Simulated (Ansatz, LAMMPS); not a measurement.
# Elastic response of glassy 76SiO2-9BaO-7SrO-4Li2O-4ZrO2 (mol %) (128 atoms), part 2 of 3

Aim: relax glassy 76SiO2-9BaO-7SrO-4Li2O-4ZrO2 (mol %) (128 atoms), then change its volume and shape to read moduli from the stress.

Ansatz 0.2.0; Kohn-Sham DFT, PBE, PAW (set soft_2), plane waves.

The cell: 34 Si, 4 Ba, 3 Sr, 4 Li, 2 Zr and 81 O. The quench rate of 10 K/ps is many orders above laboratory rates. The starting topology of bonds comes from the classical model. Sampling is at Γ alone. Spin–orbit coupling is left out.

So far. Step 2 (Single point at the start): The r.m.s. force at the start is 0.95 eV/Å. Step 3 (Cell and atoms relaxed): The relaxation converged after 43 steps, with a largest force component of 0.028 eV/Å.

### 4. Single point at the relaxed geometry

One more single point at the end of the walk gives the fuller output and checks the residual forces.

input.yaml reads:

```yaml
crystal:
  lattice:
    - [12.33818, 0.22527, 0.39406]
    - [0.22527, 12.28902, -0.07613]
    - [0.39406, -0.07613, 12.2308]
  atoms:
    - { symbol: Si, position: [0.97931, 0.11995, 0.48215] }
    - { symbol: Si, position: [0.73849, 0.77017, 0.81519] }
    - { symbol: Si, position: [0.05756, 0.89877, 0.15653] }
    - { symbol: Si, position: [0.45087, 0.52492, 0.7901] }
    - { symbol: Si, position: [0.94468, 0.90957, 0.77376] }
    - { symbol: Si, position: [0.50397, 0.4839, 0.55625] }
    [... 116 atom lines left out ...]
    - { symbol: O, position: [0.35988, 0.3173, 0.22917] }
    - { symbol: O, position: [0.8538, 0.33996, 0.05821] }
    - { symbol: O, position: [0.73237, 0.88464, 0.09311] }
    - { symbol: O, position: [0.17856, 0.21742, 0.19065] }
    - { symbol: O, position: [0.62734, 0.02772, 0.6882] }
    - { symbol: O, position: [0.1858, 0.53118, 0.93935] }
kpoints:
  mp_grid: { grid: [1, 1, 1] }
hamiltonian:
  xc: pbe
scf:
  occupations: { method: fixed }
output:
  forces: true
  stress: true
  populations: true
  dos:
    method: { smearing: { sigma: 0.15 } }
    de: 0.1
    projected: { site_lists: { Ba: [Ba], Li: [Li], O: [O], Si: [Si], Sr: [Sr] } }
  eigenvalues: true
  write_density: true
  write_potential: true
  volumetric_format: npy
```

Command:

```
$ ansatz run input.yaml --threads 4 --pin off --max-ram 8192MiB --backend cpu --events-out ev --progress --plain --runs-dir out
```

Numbers of over 12 decimals in the logs are rounded to 6 here.

Output:

```text
[...]
Crystal: 128 atoms, lattice volume = 1851.871 Å³
Basis set: ecut = 420 eV, 36207 PW (Γ), exchange–correlation on 180×180×180 points (8 copies of the dense FFT grid, shifted against one another)
Bands: 492, of which v1, the nominal top of the filled ones, is band 364 counted from 1 (363 counted from 0)
Symmetry: 1 space group operations
[...]
k-points: 1
[...]
SCF iter   1: F=—  HF=-111352.685314 eV  |F-HF|=—  |Δ(HF+E_count)|=         —  Δρ=1.88e-3  dr2=9.64e-2  ethr=1.77e-3  ⟨swp⟩=4.0  Hψ=1930  notcnv=0  defer=124
[...]
SCF iter   9: F=-111352.692609 eV  HF=-111352.692609 eV  |F-HF|=9.44e-9  |Δ(HF+E_count)|=   1.36e-7  Δρ=1.74e-6  dr2=5.63e-8  ethr=1.37e-11  ⟨swp⟩=23.0  Hψ=5479  notcnv=0
SCF 1 converged in 9 iterations: F = -111352.692609 eV  dr2 = 5.63e-8
[...]
WARN: The input density's exchange-correlation potential varies sharply where the density is thin. Do not read a vacuum level from v_tot or v_xc, or from such a field of the output density. On a cell that repeats whose density bears no net charge and no dipole along the vacuum's axis use v_es (v_loc + v_h of the components); [...]
SCF converged after 9 iterations
Free energy (F): -111352.692609 eV
[...]
Internal energy: -111352.692609 eV  (E = F + TS)
E sigma→0 (E₀):  -111352.692609 eV
Fermi energy:    4.187397 eV
[...]
--- Forces (eV/Å), atoms counted from 1 ---
  atom   1  Si    -0.01291189    -0.00023577    -0.00553218
  atom   2  Si     0.00456047     0.00784031    -0.01381150
  atom   3  Si    -0.01126563    -0.01207235    -0.00558286
  atom   4  Si    -0.00541839     0.01141814    -0.01062844
  atom   5  Si    -0.00542571    -0.00143093    -0.00260170
  atom   6  Si    -0.01254615    -0.00675636     0.01731286
  atom   7  Si    -0.00277281     0.00448724     0.00561758
  atom   8  Si     0.00838591    -0.00196338     0.00329538
  atom   9  Si    -0.00831460    -0.00770881    -0.02720664
  atom  10  Si     0.00083640    -0.00268711    -0.00691037
  atom  11  Si     0.00471813     0.01553806     0.00161023
  atom  12  Si     0.00604044    -0.00348817    -0.00613160
  atom  13  Si    -0.00015381     0.00352871    -0.00097725
  atom  14  Si     0.00064976    -0.01603480    -0.00629201
[...]
atom 127  O     -0.00603253    -0.00387290    -0.00012079
  atom 128  O      0.00868826     0.00990141    -0.00288142
  max |Σ_I F_I| component: 9.51e-5 eV/Å
--- Stress (GPa, compression-positive) ---
       -0.028428       0.008011       0.006667
        0.008011      -0.016822       0.002732
        0.006667       0.002731      -0.014513
  P = ⅓ Tr σ = -0.0199 GPa (-0.199 kbar)
--- Band table (eV) ---
[...]
--- Löwdin populations: 128 sites ---
  site symbol       q [e]
     0     Si      2.3118
     1     Si      2.3621
     2     Si      2.2260
[...]
127      O      6.8175
  spilling = 0.013048 (of n_electrons = 728.000000)
```

Elapsed: 17 s, on 4 threads of AMD EPYC 9R45, shared host; peak memory 3 GiB; 64 s of CPU time.

The program notes that the exchange-correlation potential is rough where the density is thin.

Numbers from this run:

| Property | Result |
| --- | --- |
| free energy | -111352.6926 eV |
| free energy per atom | -869.9429 eV/atom |
| SCF cycles | 9 |
| pressure | -0.01992 GPa |
| r.m.s. force component | 0.00823 eV/Å |
| longest force | 0.02947 eV/Å |
| Fermi energy | 4.187 eV |
| gap (highest filled to lowest empty level) | 3.699 eV |
| spilling of the projection | 0.01305 |

Löwdin charges by element (they lack the spilled electrons, 0.074 e an atom on average):

| element | coordination | atoms | mean charge (e) | spread | least | most |
| --- | --- | --- | --- | --- | --- | --- |
| Ba | all | 4 | 1.87 | 0.015 | 1.86 | 1.90 |
| Li | all | 4 | 0.783 | 0.0167 | 0.771 | 0.812 |
| O | all | 81 | -0.840 | 0.0765 | -1.07 | -0.752 |
| Si | all | 34 | 1.71 | 0.0629 | 1.54 | 1.79 |
| Sr | all | 3 | 1.82 | 0.0097 | 1.81 | 1.83 |
| Zr | all | 2 | 1.58 | 0.0072 | 1.58 | 1.59 |

States in the cell by windows of 1 eV, zero at the Fermi level; the larger projections on atomic orbitals stand beside the total:

| from (eV) | to (eV) | total | O p | Si p | O s |
| --- | --- | --- | --- | --- | --- |
| -18 | -17 | 31.4 | 0.6 | 3.5 | 23.8 |
| -17 | -16 | 18.7 | 0.3 | 2.3 | 13.4 |
| -16 | -15 | 7.1 | 0.1 | 0.1 | 0.6 |
| -15 | -14 | 10.1 | 0.2 | 0.1 | 1.0 |
| -14 | -12 | 0.0 | 0.0 | 0.0 | 0.0 |
| -12 | -11 | 6.7 | 0.3 | 0.0 | 0.0 |
| -11 | -10 | 28.3 | 8.0 | 0.6 | 0.6 |
| -10 | -9 | 14.6 | 9.7 | 1.0 | 0.7 |
| -9 | -8 | 19.8 | 13.8 | 2.1 | 0.9 |
| -8 | -7 | 32.2 | 24.1 | 5.5 | 0.6 |
| -7 | -6 | 32.3 | 25.0 | 6.1 | 0.3 |
| -6 | -5 | 29.6 | 22.7 | 3.2 | 1.3 |
| -5 | -4 | 76.5 | 64.5 | 5.7 | 2.9 |
| -4 | -3 | 90.6 | 81.6 | 3.6 | 1.8 |
| -3 | -2 | 91.5 | 85.2 | 2.0 | 1.1 |
| -2 | -1 | 60.0 | 56.1 | 1.3 | 0.4 |
| -1 | 0 | 26.7 | 25.3 | 0.5 | 0.1 |
| 0 | 1 | 1.1 | 1.0 | 0.0 | 0.0 |
| 1 | 3 | 0.0 | 0.0 | 0.0 | 0.0 |
| 3 | 4 | 2.2 | 0.1 | 0.1 | 0.5 |
| 4 | 5 | 16.2 | 1.8 | 1.1 | 0.8 |

With fixed occupations the program's Fermi level is the highest filled level; weight inside the gap is the broadening of levels at its edges.

Between -26 and -18 eV lie 120 more states.

About 32 of the 728 electrons lie in deeper levels, below the stored range.

Not all projections were asked for or kept, so they needn't add up to the total.

The levels nearest the highest filled one (over half full), pooled over k-points and spins:

| level less the highest filled one (eV) | occupation |
| --- | --- |
| -0.527 | 2 |
| -0.472 | 2 |
| -0.439 | 2 |
| -0.149 | 2 |
| -0.121 | 2 |
| 0 | 2 |
| 3.70 | 0 |
| 4.19 | 0 |
| 4.22 | 0 |
| 4.32 | 0 |
| 4.34 | 0 |
| 4.50 | 0 |

Valence density in the ab plane at fractional z = 0.043, with atoms of Si and Ba and Li and Zr and O within 0.2 Å of it. It is the smooth field of the valence electrons, not physical close to the nuclei.

Values in e/Å³, 13 rows by 16 columns, each cell a mean:
```
0.0 0.1 0.1 0.0 0.0 0.0 0.1 0.2 1.5 2.5 0.6 0.3 0.4 0.1 0.0 0.0
0.3 2.4 1.2 0.1 0.0 0.0 0.0 0.1 1.8 3.0 0.8 1.0 0.8 0.1 0.0 0.0
0.3 3.1 1.7 0.1 0.0 0.0 0.0 0.2 1.4 0.7 0.1 0.1 0.1 0.0 0.0 0.0
0.0 0.1 0.1 0.0 0.0 0.0 0.0 0.3 1.7 0.7 0.1 0.0 0.0 0.0 0.0 0.0
0.0 0.0 0.0 0.1 0.1 0.0 0.1 0.1 0.1 0.1 0.0 0.0 0.0 0.0 0.0 0.0
0.0 0.0 0.1 0.1 0.0 0.1 0.2 0.2 0.1 0.0 0.0 0.0 0.0 0.0 0.1 0.1
0.2 0.1 0.1 0.1 0.1 0.0 0.2 0.9 1.0 0.4 0.0 0.0 0.0 0.1 0.3 0.2
2.5 2.5 0.3 0.8 1.7 0.3 0.3 1.1 1.0 0.6 0.0 0.0 0.1 0.7 0.6 0.4
1.5 1.7 0.3 1.4 4.2 0.6 0.1 0.3 0.5 0.2 0.2 0.1 0.4 3.9 2.2 0.3
0.0 0.0 0.0 0.1 0.2 0.1 0.1 0.4 0.4 0.3 1.1 0.5 0.2 0.5 0.3 0.0
0.0 0.0 0.0 0.1 0.3 0.1 0.1 0.4 0.4 0.3 0.5 0.2 0.1 0.1 0.0 0.0
0.0 0.0 0.1 1.0 4.5 1.1 0.0 0.0 0.1 0.5 1.3 0.3 0.1 0.1 0.0 0.0
0.0 0.1 0.1 0.3 1.2 0.4 0.1 0.0 0.1 0.6 1.6 0.4 3.1 1.0 0.0 0.0
```
Columns run along a (12.3 Å), rows up along b (12.3 Å). Atoms in or near the plane, at fractional coordinates: Si at (0.94, 0.44), Ba at (0.50, 0.43), Li at (0.79, 0.02), Zr at (0.57, 0.91), O at (0.27, 0.36), O at (0.06, 0.38), O at (0.10, 0.83), O at (0.28, 0.09), O at (0.85, 0.34).

Electrostatic potential energy in the ab plane at fractional z = 0.043, with atoms of Si and Ba and Li and Zr and O within 0.2 Å of it. With pseudopotentials it is smooth inside the atoms' cores, unlike the true potential.

Ten even steps from '0' (-38 eV) to '9' (10 eV), each cell a mean:
```
99999999999999999752246899866899999
99999999999999998600003788899999999
99756899999999998610003786689999999
98300499999999999853236898899999999
99511599999999999876788999999999999
99988999999999999723799999999999999
99999998899999999855899999999999999
99999888889999999999999999999999999
99999888889999999999999999999999999
99999988889999999999999999999999999
99999999999999999888899999999999999
89999999999999875456789999999987667
68998888999998741002578999999862002
54468777889998630001478999999861000
40017766213799752113589999998544224
74358886101699887667889999995002788
99999999756899999998898899987325999
99999999999999999998876578888899999
99999999999889999887523688888899999
99999999999999999987312589999999999
99999999634899999998756789999999999
99999998200499999999975689988999999
99999999633799999999962488644799999
99999999999999999988887898522589999
```
Columns run along a (12.3 Å; values clipped at the 3rd and 97th percentile), rows up along b (12.3 Å). Atoms in or near the plane, at fractional coordinates: Si at (0.94, 0.44), Ba at (0.50, 0.43), Li at (0.79, 0.02), Zr at (0.57, 0.91), O at (0.27, 0.36), O at (0.06, 0.38), O at (0.10, 0.83), O at (0.28, 0.09), O at (0.85, 0.34).

The highest filled and lowest empty levels differ by 3.70 eV (at Γ alone); a semilocal functional tends to put such gaps too low. In a disordered cell it changes from sample to sample, and tail or defect levels can set it. Mean Löwdin charges: Ba +1.87, Li +0.78, O -0.84, Si +1.71, Sr +1.82, Zr +1.58 e (they miss 1.3 % of the electrons, so they add up to more than the cell's charge).

### 5. Volume -3 %

The relaxed cell is scaled evenly and the atoms are relaxed again; the stress at the end gives one point of P(V).

input.yaml, the sections that differ from step 4:

```yaml
crystal:
  lattice:
    - [12.21354, 0.22299, 0.39008]
    - [0.22299, 12.16488, -0.07536]
    - [0.39008, -0.07536, 12.10725]
  atoms:
    [... the 128 atom lines of step 4 ...]
output:
  forces: true
  eigenvalues: true
  stress: true
relax:
  f_tol: 0.05
  max_steps: 70
# kpoints, hamiltonian, scf: as in step 4
```

Output:

```text
Warning: output.stress: scf.convergence.dr2_threshold = 1e-7 eV (the SCF's general default) is looser than the 1.08e-8 eV advised for a printed stress (1e-10 eV for each atom of the cell: 128, of which 108 are counted). What an SCF threshold leaves in a stress goes as its square root, and in the free energy as the threshold itself, and one threshold admits the most on a small cell: [...]
[...]
Crystal: 128 atoms, lattice volume = 1796.314 Å³
Basis set: ecut = 420 eV, 35133 PW (Γ), exchange–correlation on 180×180×162 points (8 copies of the dense FFT grid, shifted against one another)
Bands: 492, of which v1, the nominal top of the filled ones, is band 364 counted from 1 (363 counted from 0)
Symmetry: 1 space group operations
[...]
k-points: 1
[...]
SCF iter   1: F=—  HF=-111351.879229 eV  |F-HF|=—  |Δ(HF+E_count)|=         —  Δρ=1.91e-3  dr2=9.52e-2  ethr=1.77e-3  ⟨swp⟩=5.0  Hψ=1931  notcnv=0  defer=123
[...]
SCF iter   6: F=-111351.888551 eV  HF=-111351.888553 eV  |F-HF|=1.80e-6  |Δ(HF+E_count)|=   4.88e-6  Δρ=3.01e-5  dr2=1.59e-5  ethr=8.59e-9  ⟨swp⟩=18.0  Hψ=3531  notcnv=0
SCF 1 converged in 6 iterations: F = -111351.888551 eV  dr2 = 1.59e-5
[...]
relax step   1: F+E_penalty+E_count = -111351.88855090 eV  Δ(F+E_penalty+E_count) = +0.000e0 eV  max|allowed force component| = 6.440e-1 eV/Å  Δτ_max = 0.0000 Å  (6 SCF iters, dr2 threshold 6.25e-5 eV, accepted)
[...]
relax step   2: F+E_penalty+E_count = -111352.13209699 eV  Δ(F+E_penalty+E_count) = -2.435e-1 eV  max|allowed force component| = 3.776e-1 eV/Å  Δτ_max = 0.1128 Å  (6 SCF iters, dr2 threshold 2.59e-5 eV, accepted)
[...]
relax step   3: F+E_penalty+E_count = -111352.26724546 eV  Δ(F+E_penalty+E_count) = -1.351e-1 eV  max|allowed force component| = 3.361e-1 eV/Å  Δτ_max = 0.1287 Å  (7 SCF iters, dr2 threshold 8.91e-6 eV, accepted)
relax step   4: F+E_penalty+E_count = -111352.30954934 eV  Δ(F+E_penalty+E_count) = -4.230e-2 eV  max|allowed force component| = 1.643e-1 eV/Å  Δτ_max = 0.0656 Å  (5 SCF iters, dr2 threshold 3.88e-5 eV, accepted)
relax step   5: F+E_penalty+E_count = -111352.27354123 eV  Δ(F+E_penalty+E_count) = +3.601e-2 eV  max|allowed force component| = 3.786e-1 eV/Å  Δτ_max = 0.1342 Å  (7 SCF iters, dr2 threshold 6.46e-6 eV, rejected (line search))
relax step   6: F+E_penalty+E_count = -111352.34993755 eV  Δ(F+E_penalty+E_count) = -4.039e-2 eV  max|allowed force component| = 7.272e-2 eV/Å  Δτ_max = 0.0603 Å  (9 SCF iters, accepted)
relax step   7: F+E_penalty+E_count = -111352.34953564 eV  Δ(F+E_penalty+E_count) = +4.019e-4 eV  max|allowed force component| = 1.675e-1 eV/Å  Δτ_max = 0.1000 Å  (9 SCF iters, rejected (line search))
[...]
relax step   8: F+E_penalty+E_count = -111352.36406028 eV  Δ(F+E_penalty+E_count) = -1.412e-2 eV  max|allowed force component| = 4.467e-2 eV/Å  Δτ_max = 0.0490 Å  (9 SCF iters, accepted)
SCF converged after 9 iterations
Free energy (F): -111352.364060 eV
[...]
Internal energy: -111352.364060 eV  (E = F + TS)
E sigma→0 (E₀):  -111352.364060 eV
Fermi energy:    4.482587 eV
[...]
--- Forces (eV/Å), atoms counted from 1 ---
  atom   1  Si    -0.00772220    -0.00093573    -0.00015066
  atom   2  Si    -0.00668143     0.00080626     0.02752087
  atom   3  Si    -0.00674377    -0.00614366     0.00487643
  atom   4  Si     0.00633150    -0.00957197     0.00141305
  atom   5  Si    -0.00414789    -0.01767239     0.00934344
  atom   6  Si     0.01105358     0.00810294    -0.00699371
  atom   7  Si     0.00511349    -0.00760605    -0.00646611
  atom   8  Si    -0.01235767     0.00973185    -0.00133943
  atom   9  Si    -0.02391633     0.01382247     0.01355007
  atom  10  Si     0.03237529    -0.01992863    -0.00982764
  atom  11  Si    -0.00912804     0.00900191    -0.00393540
  atom  12  Si     0.00997295     0.01848624     0.01472607
  atom  13  Si    -0.02100680    -0.00958119     0.00038814
  atom  14  Si     0.00289559     0.00187922     0.01350338
[...]
atom 127  O      0.00070647     0.00725876    -0.00601631
  atom 128  O     -0.00657457    -0.00513873     0.00275818
  max |Σ_I F_I| component: 3.25e-5 eV/Å
--- Stress (GPa, compression-positive) ---
        1.987167       0.042041       0.036895
        0.042042       1.899243       0.063464
        0.036894       0.063463       1.901959
  P = ⅓ Tr σ = 1.9295 GPa (19.295 kbar)
--- Band table (eV) ---
[...]
--- Relaxed structure (8 steps of the walk, 6 accepted, 0 SCFs on fresh bases) ---
  F+E_penalty+E_count = -111352.36406028 eV   max|allowed force component| = 4.467e-2 eV/Å
  atoms:
    - { symbol: Si, position: [0.979597, 0.119760, 0.481599] }
    - { symbol: Si, position: [0.738749, 0.770584, 0.816090] }
    - { symbol: Si, position: [0.056331, 0.902530, 0.156947] }
    - { symbol: Si, position: [0.454270, 0.526193, 0.790608] }
[...]
- { symbol: O, position: [0.185824, 0.533601, 0.940062] }
```

The job ended after 93 s (4 threads; peak memory 2.9 GiB; 5.7 min of CPU time).

The program notes that the SCF threshold is loose for the stress.

The relaxation converged after 8 steps, 0.476 eV below its start, with a largest force component of 0.045 eV/Å.

Volume -3 %: the energy stands 0.329 eV above that of the reference, at a pressure of 1.93 GPa.

### 6. Volume +3 %

The relaxed cell is scaled to another volume.

Input and log are left out; they have the form of those shown for this kind of step.

Wall time 1.8 min (4 threads of AMD EPYC 9R45, shared host); peak memory 3 GiB; 6.8 min of CPU time.

The relaxation converged after 9 steps, 0.455 eV below its start, with a largest force component of 0.045 eV/Å.

Volume +3 %: the energy stands 0.284 eV above that of the reference, at a pressure of -1.66 GPa.

### 7. Volume -6 %

The relaxed cell is scaled to another volume.

Input and log are left out; they have the form of those shown for this kind of step.

The job ended after 2.5 min (4 threads of AMD EPYC 9R45, shared host; peak memory 2.7 GiB).

The relaxation converged after 14 steps, 2.12 eV below its start, with a largest force component of 0.048 eV/Å.

Volume -6 %: the energy stands 1.30 eV above that of the reference, at a pressure of 3.79 GPa.

### 8. Volume +6 %

The relaxed cell is scaled to another volume.

Input and log are left out; they have the form of those shown for this kind of step.

Run time: 2.6 min. Hardware: 4 threads of AMD EPYC 9R45, shared host; peak memory 3.1 GiB.

The relaxation converged after 12 steps, 1.67 eV below its start, with a largest force component of 0.047 eV/Å.

Volume +6 %: the energy stands 1.13 eV above that of the reference, at a pressure of -3.21 GPa.

### 9. Volume -10 %

The relaxed cell is scaled to another volume.

Input and log are left out; they have the form of those shown for this kind of step.

Run time: 7.1 min. Hardware: 4 threads of AMD EPYC 9R45, shared host; peak memory 2.7 GiB.

The relaxation converged after 41 steps, 7.00 eV below its start, with a largest force component of 0.038 eV/Å.

Volume -10 %: the energy stands 3.22 eV above that of the reference, at a pressure of 5.62 GPa.

(Part 2 of 3 ends here.)

[Logs are printed without paths, hosts, clocks, repeated set-up lines and the standing remarks that a program may print on its own settings, such as how far it seeks lower states.]

[Hosts, paths, dates, database ids (printed as entryN), source tags and the programs' standing remarks are cut or masked in the printed files.]
